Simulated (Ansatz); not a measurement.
# Resistivity from frozen vibrations: Au(111) with 4 thermally displaced layers, 2x2, part 2 of 2

Wanted: the phonon-limited resistivity of Au at 80 K by the Landauer route.

Ansatz 0.2.0; Ansatz plane-wave DFT, PBE, PAW files; ballistic transport by layer matching (Landauer), zero bias; PAW set soft_1.

So far. Step 3 (With 8 displaced layers): Over the solved energies the transmission per spin lies between 3.16 and 3.16, out of 3.21 channels of the lead on average (up to 3.21).

### 4. With 12 displaced layers

Each atom of 12 layers is moved at random, by amounts drawn from a normal law 0.0492 Å wide in each direction from the Debye model (165 K) at 80 K. A fresh draw is used; the growth of the resistance with length is what counts.

System of this step: Au(111) with 12 thermally displaced layers, 2x2. The cell holds 72 atoms: 72 Au. Its edges and angles: a = 5.768 Å, b = 5.768 Å, c = 42.382 Å, α = 90.0°, β = 90.0°, γ = 120.0°. It derives from Au. Regions: lead, 24 atoms (24 Au); scattering region, 48 atoms (48 Au). The structure is stacked along c, and the current runs across the ab planes.

File input.yaml:

```yaml
crystal:
  lattice:
    - [5.7675164607, 0.0, 0.0]
    - [-2.8837582304, 4.9948157718, 0.0]
    - [0.0, 0.0, 42.3824172358]
  atoms:
    - { symbol: Au, position: [0.0, 0.0, 0.0277777778] }
    - { symbol: Au, position: [0.0, 0.5, 0.0277777778] }
    - { symbol: Au, position: [0.5, 0.0, 0.0277777778] }
    - { symbol: Au, position: [0.5, 0.5, 0.0277777778] }
    - { symbol: Au, position: [0.1666666667, 0.3333333333, 0.0833333333] }
    - { symbol: Au, position: [0.1666666667, 0.8333333333, 0.0833333333] }
    - { symbol: Au, position: [0.6666666667, 0.3333333333, 0.0833333333] }
    - { symbol: Au, position: [0.6666666667, 0.8333333333, 0.0833333333] }
    - { symbol: Au, position: [0.3333333333, 0.1666666667, 0.1388888889] }
    - { symbol: Au, position: [0.3333333333, 0.6666666667, 0.1388888889] }
    - { symbol: Au, position: [0.8333333333, 0.1666666667, 0.1388888889] }
    - { symbol: Au, position: [0.8333333333, 0.6666666667, 0.1388888889] }
    - { symbol: Au, position: [0.9948775222, 0.9990887837, 0.1947363354] }
    - { symbol: Au, position: [0.9876429903, 0.4810639609, 0.1943605901] }
    - { symbol: Au, position: [0.50725863, 0.010675186, 0.1951148151] }
    - { symbol: Au, position: [0.4909514499, 0.492875405, 0.1967769064] }
    - { symbol: Au, position: [0.182130901, 0.3513613653, 0.2524703344] }
    - { symbol: Au, position: [0.1615888592, 0.8371257852, 0.2505315122] }
    - { symbol: Au, position: [0.6741044169, 0.3386676231, 0.2502344003] }
    - { symbol: Au, position: [0.6607560575, 0.8185432667, 0.2498081207] }
    - { symbol: Au, position: [0.327580573, 0.1679078246, 0.3050131626] }
    - { symbol: Au, position: [0.3426374672, 0.674729352, 0.3059136646] }
    - { symbol: Au, position: [0.8364860833, 0.1675816003, 0.3050360724] }
    - { symbol: Au, position: [0.8294915058, 0.6617877059, 0.3060056532] }
    - { symbol: Au, position: [0.0029813249, 0.0057220205, 0.3595697675] }
    - { symbol: Au, position: [0.0038143213, 0.4924922938, 0.3602592821] }
    - { symbol: Au, position: [0.4955439527, 0.9944542457, 0.3614488408] }
    - { symbol: Au, position: [0.4898415611, 0.4894724494, 0.3601299088] }
    - { symbol: Au, position: [0.1780689477, 0.3337689963, 0.4153122335] }
    - { symbol: Au, position: [0.1590799955, 0.818017159, 0.4187427141] }
    - { symbol: Au, position: [0.6560270668, 0.338046002, 0.4172973181] }
    - { symbol: Au, position: [0.6557834876, 0.8362891469, 0.4178234699] }
    - { symbol: Au, position: [0.3386040133, 0.1692360166, 0.473323254] }
    - { symbol: Au, position: [0.3363608436, 0.6699783157, 0.4720752262] }
    - { symbol: Au, position: [0.8340860541, 0.1574000212, 0.4731407341] }
    - { symbol: Au, position: [0.8236577191, 0.6559306689, 0.4726459417] }
    - { symbol: Au, position: [0.0191653837, 0.0094664129, 0.5271795807] }
    - { symbol: Au, position: [0.0037153126, 0.4955289295, 0.5276339048] }
    - { symbol: Au, position: [0.4893582867, 0.977190141, 0.528000067] }
    - { symbol: Au, position: [0.4877902752, 0.49313506, 0.5260673611] }
    - { symbol: Au, position: [0.1490956717, 0.3240481794, 0.5842910955] }
    - { symbol: Au, position: [0.1807453496, 0.8330852234, 0.5845999025] }
    - { symbol: Au, position: [0.6550058887, 0.3145125636, 0.5835072492] }
    - { symbol: Au, position: [0.6683561741, 0.8291141868, 0.5836839388] }
    - { symbol: Au, position: [0.3339647483, 0.1581675945, 0.6371756374] }
    - { symbol: Au, position: [0.3304083749, 0.664589063, 0.63847977] }
    - { symbol: Au, position: [0.8502424914, 0.1836527393, 0.6384055434] }
    - { symbol: Au, position: [0.8439223245, 0.6759288526, 0.6397162102] }
    - { symbol: Au, position: [0.0070138657, 0.996168423, 0.6953026819] }
    - { symbol: Au, position: [0.0212138837, 0.5079109934, 0.6937253157] }
    - { symbol: Au, position: [0.5113938603, 0.0124264155, 0.6948724995] }
    - { symbol: Au, position: [0.5027918624, 0.5151895278, 0.6929946098] }
    - { symbol: Au, position: [0.170878672, 0.3331741068, 0.7486152476] }
    - { symbol: Au, position: [0.1787745215, 0.8367578131, 0.7486464162] }
    - { symbol: Au, position: [0.669672046, 0.3290848146, 0.7477926056] }
    - { symbol: Au, position: [0.6620910125, 0.8359276386, 0.7507374687] }
    - { symbol: Au, position: [0.3349670419, 0.1671112547, 0.8061007834] }
    - { symbol: Au, position: [0.3373275535, 0.6782521826, 0.8057279923] }
    - { symbol: Au, position: [0.8385006828, 0.1719900966, 0.804329151] }
    - { symbol: Au, position: [0.8348106771, 0.6817134472, 0.8059445418] }
    - { symbol: Au, position: [0.0, 0.0, 0.8611111111] }
    - { symbol: Au, position: [0.0, 0.5, 0.8611111111] }
    - { symbol: Au, position: [0.5, 0.0, 0.8611111111] }
    - { symbol: Au, position: [0.5, 0.5, 0.8611111111] }
    - { symbol: Au, position: [0.1666666667, 0.3333333333, 0.9166666667] }
    - { symbol: Au, position: [0.1666666667, 0.8333333333, 0.9166666667] }
    - { symbol: Au, position: [0.6666666667, 0.3333333333, 0.9166666667] }
    - { symbol: Au, position: [0.6666666667, 0.8333333333, 0.9166666667] }
    - { symbol: Au, position: [0.3333333333, 0.1666666667, 0.9722222222] }
    - { symbol: Au, position: [0.3333333333, 0.6666666667, 0.9722222222] }
    - { symbol: Au, position: [0.8333333333, 0.1666666667, 0.9722222222] }
    - { symbol: Au, position: [0.8333333333, 0.6666666667, 0.9722222222] }
kpoints:
  mp_grid: { grid: [5, 5, 1] }
hamiltonian:
  xc: pbe
  pseudopotentials: { kind: paw, azcp: { folder: soft_1 } }
scf:
  occupations: { method: fermi_dirac, width: 0.1 }
output:
  transmission:
    leads: [[0, 4]]
    kmesh: [10, 10]
    e_range: [-0.05, 0.05]
    de: 0.05
  write_potential: true
  write_density: true
  volumetric_format: npy
```

On the command line:

```
ansatz run input.yaml --threads 4 --pin off --max-ram 15360MiB --backend cpu --events-out ev --progress --plain --runs-dir out
```

Numbers of over 12 decimals in the logs are rounded to 6 here.

The log of the run:

```text
[...]
Crystal: 72 atoms, lattice volume = 1220.939 Å³
Basis set: ecut = 420 eV, 23937 PW (Γ)
Bands: 821, of which v1, the nominal top of the filled ones, is band 684 counted from 1 (683 counted from 0)
Symmetry: 1 space group operations
[...]
k-points: 13 of 25 (time reversal used)
[...]
SCF iter   1: F=—  HF=-946901.751582 eV  |F-HF|=—  |Δ(HF+E_count)|=         —  Δρ=6.75e-2  dr2=6.11e1  ethr=3.10e-3  ⟨swp⟩=4.0  Hψ=31778  notcnv=0  defer=168
[...]
SCF iter  11: F=-946883.833487 eV  HF=-946883.833487 eV  |F-HF|=1.05e-8  |Δ(HF+E_count)|=   3.96e-9  Δρ=4.88e-7  dr2=1.22e-8  ethr=7.31e-12  ⟨swp⟩=2.0  Hψ=19605  notcnv=0
SCF 1 converged in 11 iterations: F = -946883.833487 eV  dr2 = 1.22e-8
[...]
transmission: 278 of 2756 steps passed
transmission: 552 of 2756 steps passed
[...]
transmission: 2756 of 2756 steps passed
SCF converged after 11 iterations
Free energy (F): -946883.833487 eV
[...]
Internal energy: -946883.033367 eV  (E = F + TS)
E sigma→0 (E₀):  -946883.433427 eV
Entropy (-TS):   -0.800119 eV (-11.113 meV/atom)
Fermi energy:    20.710465 eV
[...]
--- Band table (eV; the first three rows and the last of 13) ---
  k-point 0: bands = [... 680 lower, 20.8992, 21.3373, 21.3632, 21.3662, 21.3772, 21.3840, 21.3998, 21.6312, ... 133 higher]
  k-point 1: bands = [... 680 lower, 20.4376, 20.5571, 20.5616, 20.7042, 20.7082, 20.8152, 20.8215, 20.9256, ... 133 higher]
  k-point 2: bands = [... 680 lower, 20.4950, 20.5041, 20.5854, 20.5903, 20.7362, 20.7632, 20.7857, 20.8058, ... 133 higher]
  k-point 12: bands = [... 680 lower, 19.9352, 20.3453, 20.3527, 20.7492, 20.7618, 21.0262, 21.0315, 21.4806, ... 133 higher]
--- Transmission ---
  basis      : 253 plane waves across, 53 finite elements along
  points     : 52, standing for a mesh of 10 x 10
[...]
channels       : 3.210000e0 a spin
[...]
junction   : crystal 0 to crystal 0, 0.70 to 40.73 Å
    transmission   : 3.120031e0 a spin
[...]
```

The job ended after 23 min (4 threads of AMD EPYC 7R43, shared host; peak memory 9.9 GiB).

Numbers from this step:

```yaml
free_energy: -946883.8335 eV
energy_at_zero_smearing: -946883.4334 eV
fermi_energy: 20.71 eV
transmission_per_spin_nearest_the_fermi_level: 3.120
step_of_the_lead_s_potential: 4 meV
```

Per spin. Table of transmission, zone mean by energy, zero at the Fermi level:

```csv
energy (eV),"transmission, zone mean"
-0.0500,3.11
0.0000,3.12
0.0500,3.12
```

Over the solved energies the transmission per spin lies between 3.11 and 3.12, out of 3.21 channels of the lead on average (up to 3.21).

### 5. Resistance against length

This step: Ansatz plane-wave DFT, PBE, PAW files; ballistic transport by layer matching (Landauer), zero bias; resistivity from the slope of the area resistance; PAW set soft_1 (Ansatz 0.2.0).

Numbers from this step:

- resistivity: 1.372 µΩ cm
- intercept: -0.005079 fΩ m²
- scatter about the fit: 9.28e-4 fΩ m²

Resistance, by row:

```csv
run,length (Å),T,channels N,RA (fΩ m²)
n4,9.418,3.187,3.21,0.008499
n8,18.84,3.157,3.21,0.01945
n12,28.25,3.118,3.21,0.03434
```

Table of area resistance by length of the displaced region:

```csv
length of the displaced region (Å),area resistance (fΩ m²)
9.42,0.00850
18.84,0.0195
28.25,0.0343
```

The area resistance goes from 0.0085 to 0.034 fΩ m² between 9.4 and 28.3 Å, a slope of 1.4 µΩ cm.

By hand from the end points: (0.03434 − 0.008499) fΩ m² / (28.25 − 9.42) Å = 1.4 µΩ cm, since 1 fΩ m² per Å is 1000 µΩ cm.

### 6. What came out

* resistivity from the slope: 1.37 µΩ cm
* area resistance over 9.42 Å: 0.00850 fΩ m²
* area resistance over 18.8 Å: 0.0195 fΩ m²
* area resistance over 28.3 Å: 0.0343 fΩ m²

In words: The slope gives 1.4 µΩ cm. The points scatter by 9.3e-4 fΩ m² about the line, with one random draw a length in a 2x2 cell, so the slope is a rough value. The mean square of the displacements drawn is 0.75, 0.94 and 0.81 of the nominal one at the three lengths; with each resistance scaled back by that, the slope is 1.6 µΩ cm, the value used below. Read with a model of isotropic scattering on a spherical Fermi surface and the lead's 0.86×10¹⁵ S/m², this slope means a mean free path near 659 Å; over these lengths the model's slope is 1.25 times its bulk resistivity, which would be 1.3 µΩ cm. Uncorrelated displacements put too much weight on short waves, which scatter strongly; with the sideways repeat of a small cell, one draw and three short lengths, the method is good to a factor of two or three. The measured value is 0.481 µΩ cm (CRC Handbook of Chemistry and Physics, 84th ed., 2003, Electrical Resistivity of Pure Metals); the scaled slope is 3.4 times that and the corrected value 2.7: clearly high. Spin-orbit coupling is left out, which matters for Au.

[Logs are printed without paths, hosts, clocks, repeated set-up lines and the standing remarks that a program may print on its own settings, such as how far it seeks lower states.]

[Hosts, paths, dates, database ids (printed as entryN), source tags and the programs' standing remarks are cut or masked in the printed files.]
